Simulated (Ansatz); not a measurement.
# Br on Ru(0001): change of the work function, part 2 of 2

Aim: the work function of Ru(0001) at several coverages of Br (fcc site), and the dipole that each adsorbate carries.

Ansatz 0.2.0; plane-wave DFT, PBE, Ansatz PAW.

So far, work function, upper face (eV): step 2 (the clean slab) 5.05.

## 3. The covered slab, k-mesh 6×6×1, coverage 0.25 ML (continued)

Valence density in the ca plane at fractional y = 0.000, with atoms of Ru within 0.2 Å of it. It is the smooth field of the valence electrons, not physical close to the nuclei.

Ten steps, logarithmic in the rise over the least value, from '0' (0.00 × 1e0 e/Å³) to '9' (9.72 × 1e0 e/Å³), each cell a mean:
```
23333589985333333689973110000000000000000000
34433367763334433467752100000000000000000000
45543334433345543334432100000000000000000000
46653333333346643333321100000000000000000000
35543346643345543356542100000000000000000000
33333478874333333579863100000000000000000000
23333589985333333699984211100000000000000000
23333589985333333689974222210000000000000000
34433467764334433467753334321000000000000000
45543334433345543334433344432000000000000000
46653333333346643333333345432000000000000000
35543345543345543356543344431000000000000000
33333478874333333589863233221000000000000000
23333589985333333699984211110000000000000000
```
Columns run along c (16.0 Å, from fractional 0.32 to 0.92 of the cell), rows up along a (5.4 Å). Atoms in or near the plane, at fractional coordinates: Ru at (0.42, 0.00), Ru at (0.58, 0.00), Ru at (0.42, 0.50), Ru at (0.58, 0.50).

The relaxation took 4 steps and lowered the energy by 0.078 eV; the largest force on the free atoms ends at 0.0089 eV/Å.

By hand: a sheet of dipoles makes a step −p/(ε₀A) in the electron's potential. With e/ε₀ = 180.95 V·Å, p = 0.07208 e·Å and A = 25.25 Å², that is −180.95 × (0.07208) / 25.25 = -0.516 eV, and the two vacuum levels of the run differ by -0.516 eV.

The covered face has 4.49 eV, -0.55 eV against the clean one; the bare back face has moved by -0.06 eV, a measure of how thin the slab is.

## 4. Adsorbate added, k-mesh 12×12×1, coverage 1 ML

System of this step: Br/Ru(0001). The cell holds 5 atoms: 4 Ru and 1 Br. Its edges and angles: a = 2.700 Å, b = 2.700 Å, c = 26.634 Å, α = 90.0°, β = 90.0°, γ = 60.0°. Vacuum lies along c.

Another coverage, to see how the dipoles act on each other as their distance changes.

input.yaml reads:

```yaml
crystal:
  lattice:
    - [2.7, 0.0, 0.0]
    - [1.35, 2.3382685902, 0.0]
    - [0.0, 0.0, 26.6344171092]
  atoms:
    - { symbol: Ru, position: [0.6666666667, 0.6666666667, 0.3379086527] }
    - { symbol: Ru, position: [0.0, 0.0, 0.4181957486] }
    - { symbol: Ru, position: [0.6666666667, 0.6666666667, 0.4992108028] }
    - { symbol: Ru, position: [0.0, 0.0, 0.5774974232] }
    - { symbol: Br, position: [0.3333333333, 0.3333333333, 0.6620913473] }
kpoints:
  mp_grid: { grid: [12, 12, 1] }
hamiltonian:
  xc: pbe
scf:
  occupations: { method: fermi_dirac, width: 0.1 }
  convergence: { dr2_threshold: 1.0e-08 }
efield:
  axis: 3
  dipole_correction: true
  ramp_position: 0.97
  ramp_width: 0.06
relax:
  f_tol: 0.02
  max_steps: 60
  constraints: [{ sites: [0, 1] }]
output:
  write_potential: true
  write_density: true
  volumetric_format: npy
```

Launch:

```bash
$ ansatz run input.yaml --threads 4 --pin off --max-ram 6144MiB --backend cpu --events-out ev --progress --plain --runs-dir out
```

Run time: 4.3 s. Hardware: 4 threads of AMD EPYC 9R45, shared host; peak memory 0.57 GiB; 16 s of CPU time.

Relaxation path:

| step | energy less that of the first step (eV) | largest force component (eV/Å) |
| --- | --- | --- |
| 1 | 0.0000 | 0.4075 |
| 2 | -0.0284 | 0.3007 |
| 3 | -0.0377 | 0.0879 |
| 4 | -0.0384 | 0.0154 |

Forces are held to the 6 operations that the run works with; a distortion that breaks them can't arise in this run.

The atoms that moved most (Å):

```csv
atom,dx,dy,dz,length
Br5,0.000,0.000,0.209,0.209
Ru3,0.000,0.000,0.016,0.016
Ru4,0.000,0.000,-0.011,0.011
```

Final coordinates:

```
Ru Br
1.0
     2.70000    0.00000    0.00000
     1.35000    2.33827    0.00000
     0.00000    0.00000   26.63442
Ru Br
4 1
Direct
  0.66667 0.66667 0.33791
  0.00000 0.00000 0.41820
  0.66667 0.66667 0.49983
  0.00000 0.00000 0.57710
  0.33333 0.33333 0.66994
```

Numbers from this step:

* energy at zero smearing: -26295.0099 eV
* work function, upper face: 3.990 eV
* work function, lower face: 4.996 eV
* dipole along the normal: 0.03511 e·Å
* step between the vacuum levels: -1.006 eV

Running mean over 2.138 Å of the planar mean; the ramp of the sawtooth is left out. Electron's electrostatic potential energy less the Fermi level against z:

```csv
z (Å),electron's electrostatic potential energy less the Fermi level (eV)
3.5,5.00
4.0,5.00
4.5,4.99
5.0,4.99
5.5,4.97
6.0,4.91
6.5,4.69
7.0,3.88
7.5,0.695
8.0,-6.29
8.5,-12.3
9.0,-14.2
9.5,-14.5
10.0,-14.6
10.5,-14.7
11.0,-14.8
11.5,-14.7
12.0,-14.4
12.5,-14.5
13.0,-14.8
13.5,-15.1
14.0,-15.8
14.5,-15.9
15.0,-15.2
15.5,-14.7
16.0,-12.7
16.5,-9.74
17.0,-9.71
17.5,-11.5
18.0,-11.5
18.5,-8.93
19.0,-3.05
19.5,2.00
20.0,3.61
20.5,3.91
21.0,3.97
21.5,3.99
22.0,3.99
22.5,3.99
23.0,3.99
23.5,3.99
```

The relaxation took 4 steps and lowered the energy by 0.038 eV; the largest force on the free atoms ends at 0.015 eV/Å.

The covered face has 3.99 eV, -1.06 eV against the clean one; the bare back face has moved by -0.08 eV, a measure of how thin the slab is.

## 5. Work function against coverage

This step: plane-wave DFT, PBE, Ansatz PAW; work function against coverage (Ansatz 0.2.0).

The runs are now put side by side.

Numbers from this step:

```
work function of the clean face     : 5.046 eV
largest change of the work function : -1.056 eV
```

The work function of the covered face by coverage:

```
coverage (adsorbates/nm²)  work function of the covered face (eV)
                     0.00                                    5.05
                     3.96                                    4.49
                    15.84                                    3.99
```

The dipole per adsorbate comes from the change of the cell's dipole. Coverage, by row:

```
coverage (1/nm²)  coverage (ML)  work function (eV)  change (eV)  dipole per adsorbate, positive end outwards (debye)  mean height of the added atoms over the highest substrate atom (Å)
            3.96           0.25               4.494      -0.5513                                                0.326                                                               2.109
           15.84              1                3.99       -1.056                                                0.164                                                               2.473
```

## 6. Results

| Property | Result |
| --- | --- |
| work function of the clean face | 5.05 eV |
| work function at 0.25 ML | 4.49 eV |
| work function at 1 ML | 3.99 eV |
| dipole per adsorbate at 0.25 ML, positive end outwards | 0.33 D |

Br lowers the work function of Ru(0001) at the lowest coverage, by 0.55 eV: the adsorbate layer has its positive end outwards. An electronegative adsorbate that lowers the work function shows that charge transfer alone doesn't fix the sign: the pushed-back electron tail of the metal and the adsorbate's own polarisation count too. At the highest coverage the adsorbates are pressed to about 2.7 Å, closer than unbonded atoms of this kind usually come, so a real layer may not reach it. The slab has 4 layers, at the tabulated experimental lattice constant, one starting site was run, and quantum-size effects of a slab this thin can reach one or two tenths of an eV.

[Logs are printed without paths, hosts, clocks, repeated set-up lines and the standing remarks that a program may print on its own settings, such as how far it seeks lower states.]

[Hosts, paths, dates, database ids (printed as entryN), source tags and the programs' standing remarks are cut or masked in the printed files.]

[Maps of the electrostatic potential energy from Ansatz leave out the sawtooth potential of an applied field or a dipole correction, so their vacuum need not be flat; planar profiles and work functions include it.]
